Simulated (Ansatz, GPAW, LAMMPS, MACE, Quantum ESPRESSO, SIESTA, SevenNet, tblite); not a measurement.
## Liquid (Cs,Li,Na)Cl at 1300 K (98 atoms) in tblite

Wanted: tblite inputs and outputs for liquid (Cs,Li,Na)Cl at 1300 K (98 atoms), checked against a plane-wave reference.

Main program and level: tblite 0.8.0; the method is named at each step.

### 1. The structure

The cell holds 98 atoms: 15 Cs, 21 Li, 13 Na and 49 Cl. Its edges and angles: a = 15.265 Å, b = 15.265 Å, c = 15.265 Å, α = 90.0°, β = 90.0°, γ = 90.0°. 98 atoms (15 Cs, 21 Li, 13 Na, 49 Cl) placed at random at 1.95 g/cm³, melted at 1800 K for 10 ps at fixed volume with the Lennard-Jones and Coulomb ion parameters for SPC/E (Joung and Cheatham, J. Phys. Chem. B 112, 9020 (2008)), full charges. Snapshot at the end of a hold of 20 ps at 1300 K and fixed volume.

The yardstick, on the same geometry:

```
method                                           : Kohn-Sham DFT, PBE, SSSP efficiency 1.3.0 pseudopotentials, plane waves (Quantum ESPRESSO 7.5); sssp-pbe-1.3.0-efficiency, cutoffs 45/360 Ry, Γ point
r.m.s. force component                           : 0.3688 eV/Å
longest force                                    : 1.762 eV/Å
pressure                                         : -0.3777 GPa
gap (highest filled to lowest empty level) : 2.921 eV
time                                             : 36 min on 1 thread of Arm Neoverse V1, shared host
CPU time                                         : 36 min
```

### 2. GFN1-xTB

Method: GFN1-xTB tight binding, diagonalisation.

run.py

```python
import numpy as np
from ase.io import read
from tblite.ase import TBLite

atoms = read("structure.xyz")
atoms.calc = TBLite(method="GFN1-xTB", electronic_temperature=580, accuracy=1.0, max_iterations=250, mixer_damping=0.4, verbosity=1)
energy = atoms.get_potential_energy()
forces = atoms.get_forces()
print(f"energy {energy:.6f} eV")
print("forces (eV/A)")
for i, (a, f) in enumerate(zip(atoms, forces)):
    print(f"{i:4d} {a.symbol:2s} {f[0]:10.5f} {f[1]:10.5f} {f[2]:10.5f}")
stress = -atoms.get_stress(voigt=False) * 160.21766
print("stress (GPa, compression positive)")
for row in stress:
    print(" ".join(f"{x:10.4f}" for x in row))
print("charges (e)")
print(np.array2string(atoms.get_charges(), precision=4, suppress_small=True, max_line_width=110, threshold=100000))
```

structure.xyz

```xyz
98
Lattice="15.26530 0.00000 0.00000 0.00000 15.26530 0.00000 0.00000 0.00000 15.26530" Properties=species:S:1:pos:R:3 pbc="T T T"
Cs 3.15503 12.15377 5.50238
Cs 7.24781 4.85910 14.20512
Cs 3.03657 13.58841 13.06878
Cs 10.75105 6.61751 1.49692
Cs 0.91378 10.37170 11.02750
Cs 2.06784 14.04163 2.37772
Cs 10.45475 0.35568 9.25031
Cs 7.83995 6.30671 9.18330
Cs 13.79479 13.79403 4.33428
Cs 10.14211 11.15206 14.89038
Cs 2.03502 5.45109 12.97642
Cs 15.08456 2.21087 10.43017
Cs 11.89442 2.74180 5.74158
Cs 13.62306 6.71200 7.73096
Cs 6.07574 2.45466 6.49493
Li 11.49492 10.07800 11.03330
Li 4.58341 13.84731 8.20998
Li 1.37540 1.54149 6.47218
Li 7.22568 12.50106 13.45789
Li 12.06768 3.03841 12.33482
Li 13.93600 7.78408 12.82010
Li 0.56634 14.49608 8.51102
Li 8.78442 5.28149 4.64279
Li 2.98330 2.56564 3.47759
Li 0.59504 4.93268 5.11800
Li 10.94522 5.51444 10.30438
Li 7.38596 2.46840 2.58564
Li 3.25823 10.60969 1.43280
Li 14.08926 9.85833 4.46815
Li 8.84304 0.89638 13.96103
Li 6.18352 8.63665 13.89860
Li 5.39842 8.13808 7.02937
Li 10.83760 11.50836 2.90422
Li 6.30945 10.28698 2.39131
Li 5.28759 10.61793 9.93420
Li 12.72897 11.55568 7.65356
Na 14.50936 10.43017 0.25966
Na 0.69152 7.22140 2.09806
Na 9.62065 9.34542 5.26653
Na 3.17579 2.38123 14.87680
Na 2.93078 6.37922 8.72946
Na 5.01389 6.42959 2.05853
Na 13.43957 14.50402 14.53348
Na 7.89933 11.82267 8.75022
Na 6.51828 13.48414 0.99286
Na 10.25920 0.45170 1.81504
Na 5.48482 1.39494 11.72864
Na 6.40135 13.96653 4.93130
Na 14.72369 2.68410 1.54576
Cl 15.21554 7.40703 5.08960
Cl 2.68150 0.25157 7.92941
Cl 11.71780 0.78296 12.58563
Cl 13.60123 9.77025 9.17689
Cl 5.00885 2.97566 1.40135
Cl 4.92901 5.75303 6.80680
Cl 6.75490 12.61326 11.13665
[... 38 atom lines left out ...]
Cl 7.97612 8.18388 14.96274
Cl 8.84349 2.76989 4.70095
Cl 8.97600 2.49191 0.57535
Cl 12.37985 1.56164 2.82042
```

On the command line:

```console
$ OMP_NUM_THREADS=1 python run.py > output.txt
```

What it wrote:

```text
------------------------------------------------------------
  cycle        total energy    energy error   density error
------------------------------------------------------------
      1     -229.8067053561  -2.2957951E+02   5.5846766E-01
      2     -213.4338265208   1.6372879E+01   3.4708634E-01
      3      6892.857515937   7.1062913E+03   2.7276763E+00
      4     -218.6015189860  -7.1114590E+03   1.1318429E-01
      5     -224.4003926603  -5.7988737E+00   8.0248796E-02
      6     -227.8359829279  -3.4355903E+00   5.2881936E-02
      7     -229.4498227618  -1.6138398E+00   3.2291639E-02
      8     -230.3917357914  -9.4191303E-01   5.8316434E-03
      9     -230.4177004127  -2.5964621E-02   1.4398420E-03
     10     -230.4183455664  -6.4515374E-04   1.3316376E-03
     11     -230.4197790989  -1.4335325E-03   1.2608924E-04
     12     -230.4197759594   3.1395087E-06   8.5555432E-05
     13     -230.4197823514  -6.3919457E-06   3.0528426E-05
     14     -230.4197829614  -6.1001020E-07   1.5161274E-05
------------------------------------------------------------
 total:                                   4.671 sec
energy -6270.041662 eV
forces (eV/A)
   0 Cs   -0.19571   -0.55455    1.00553
   1 Cs    0.05086   -0.06057    0.08699
   2 Cs    0.01859   -0.08016   -0.08073
   3 Cs   -0.12116   -0.07745   -0.05030
   4 Cs   -0.18503    0.04474    0.10628
   5 Cs    0.01236    0.45475   -1.04868
   6 Cs   -0.07185   -0.02713    0.15456
   7 Cs    0.03246    0.04950   -0.04536
   8 Cs   -0.37378    0.16202    0.18701
   9 Cs   -0.05474   -0.39238   -0.12422
  10 Cs   -0.09100    0.18109    0.07316
  11 Cs    0.25663   -0.16573    0.07120
  12 Cs    0.15480    0.01304    0.03675
  13 Cs    0.00552    0.05690    0.26553
  14 Cs   -0.12040    0.04455   -0.11995
  15 Li    0.31091   -0.19522   -0.48385
  16 Li    0.20644    0.18061   -0.25259
  17 Li   -0.20315    0.01614    0.08117
  18 Li   -0.35117    0.24090   -0.16459
  19 Li   -0.21634    0.15364   -0.17160
  20 Li    0.59054    0.31093   -0.08223
  21 Li    0.04570   -0.33399   -0.05078
  22 Li    0.23729   -0.46761   -0.09886
  23 Li    0.14868   -0.31078    0.00256
[...]
90 Cl   -0.28401   -0.16844   -0.17779
  91 Cl    0.26090   -0.35103    0.44075
  92 Cl   -0.03340   -0.29968   -0.02134
  93 Cl   -0.30930    0.18344   -0.23429
  94 Cl    0.39923   -0.24617    0.05192
  95 Cl   -0.24648    0.13230   -0.10626
  96 Cl   -0.16395   -0.46609    0.14805
  97 Cl    0.32225   -0.02964   -0.24983
stress (GPa, compression positive)
   -2.8950     0.0339    -0.0249
    0.0339    -3.0173     0.0227
   -0.0249     0.0227    -3.0486
charges (e)
[ 0.7731  0.7678  0.7812  0.7772  0.7708  0.7783  0.7864  0.7731  0.7663  0.7622  0.7816  0.7718  0.793
  0.7696  0.7792  0.4666  0.4667  0.458   0.4505  0.4786  0.5146  0.4575  0.4594  0.4421  0.4469  0.4375
  0.4771  0.4812  0.4842  0.4525  0.4645  0.4821  0.4537  0.4633  0.4461  0.4574  0.7429  0.7374  0.7421
  0.747   0.7537  0.743   0.7579  0.7366  0.7369  0.7296  0.7466  0.7447  0.7353 -0.6192 -0.5067 -0.6178
 -0.6176 -0.6289 -0.6692 -0.5659 -0.6379 -0.5003 -0.6126 -0.6569 -0.5777 -0.7103 -0.5847 -0.5789 -0.6063
 -0.7646 -0.6942 -0.5662 -0.592  -0.6178 -0.5849 -0.6806 -0.5935 -0.7018 -0.68   -0.6413 -0.6992 -0.6713
 -0.5627 -0.6413 -0.5534 -0.6448 -0.6598 -0.7034 -0.7536 -0.5655 -0.606  -0.588  -0.6796 -0.6054 -0.6289
 -0.6437 -0.7214 -0.6742 -0.6416 -0.6224 -0.5912 -0.7608]
```

Elapsed: 5.4 s, on 1 thread of Arm Neoverse V1, shared host; peak memory 0.2 GiB.

Banners, paths, timers and routine set-up lines are dropped from the logs unmarked, and long logs keep their key lines alone; longer cuts are marked.

Against the reference:

- r.m.s. force component: 0.2523 eV/Å
- r.m.s. difference of force components: 205.3 meV/Å
- longest difference of force vectors: 1339 meV/Å
- force difference over r.m.s. force: 55.66 %
- slope of forces against the reference's: 0.579
- correlation of force components: 0.8465
- pressure: -2.987 GPa
- pressure difference: -2.609 GPa

Length of the force difference by element (eV/Å):

```csv
element,atoms,mean,most
Cl,49,0.28,0.86
Cs,15,0.52,1.3
Li,21,0.21,0.34
Na,13,0.20,0.30
```

The surroundings of Li24, picked at random, nearest first, numbered as they follow in the input and with coordinates relative to it.

```csv
atom,x,y,z,distance (Å),bonds,Mulliken charge (e),Fx,Fy,Fz (eV/Å)
Li24,0.00,0.00,0.00,0.00,4,0.44,0.15,-0.31,0.00
Cl86,-1.16,2.11,-0.30,2.43,3,-0.57,-0.11,-0.19,-0.02
Cl59,-2.00,-1.42,0.39,2.49,5,-0.61,0.00,0.57,0.15
Cl60,1.39,-1.90,1.00,2.56,4,-0.66,-0.08,0.27,-0.15
Cl54,2.03,0.41,-2.08,2.93,4,-0.63,-0.22,-0.17,0.32
Li18,-1.61,-1.02,2.99,3.55,4,0.46,-0.20,0.02,0.08
Li25,-2.39,2.37,1.64,3.74,3,0.45,0.24,0.37,0.24
Na40,0.19,-0.18,-3.87,3.88,2,0.75,0.05,-0.24,-0.22
Na49,-3.52,0.12,-1.93,4.02,3,0.74,-0.12,-0.07,0.06
Cs6,-0.92,-3.79,-1.10,4.05,6,0.78,0.01,0.45,-1.05
```

Atoms are counted from 1 here, from 0 in the log.

Forces lie 56 % from the reference's, at 0.0025 times its CPU time.

### 3. Outcome

```
force difference from the reference : tblite GFN1-xTB, 56 %
its CPU time                        : 5.3 s
```

**Reading.** Tight binding differs by 56 % (tblite GFN1-xTB); it is another model, with fitted parameters of its own, and the xTB methods hold dispersion. One electronic-structure run takes under half the reference's CPU time: tblite GFN1-xTB, at 56 % in 5.3 s against 36 min; its pressure misses by -2.6 GPa. Periodic xTB results under one method name differ between programs and library versions. The reference's pressure holds the uncorrected Pulay stress of its 45 Ry basis, so small pressure differences, and their order, may be the reference's own error. The frame stands for 1300 K, but pressures are static and levels are smeared at 580 K. The network of bonds at the start is that of the classical potential that made the cell, and needn't be the one that DFT or experiment would give. The ion parameters were fitted for water, not for melts, so the starting structure of this cell may lie well off the real melt's. The electronic-structure runs sample only Γ, in a cell whose shortest periodic width is 15 Å. Spin–orbit coupling is left out, which matters for the levels of the heavy elements.

[Also dropped from logs without a mark: logging warnings of Python, and SIESTA's first energy breakdown and zero terms.]

[Logs are printed without paths, hosts, clocks, repeated set-up lines and the standing remarks that a program may print on its own settings, such as how far it seeks lower states.]

[Hosts, paths, dates, database ids (printed as entryN), source tags and the programs' standing remarks are cut or masked in the printed files.]
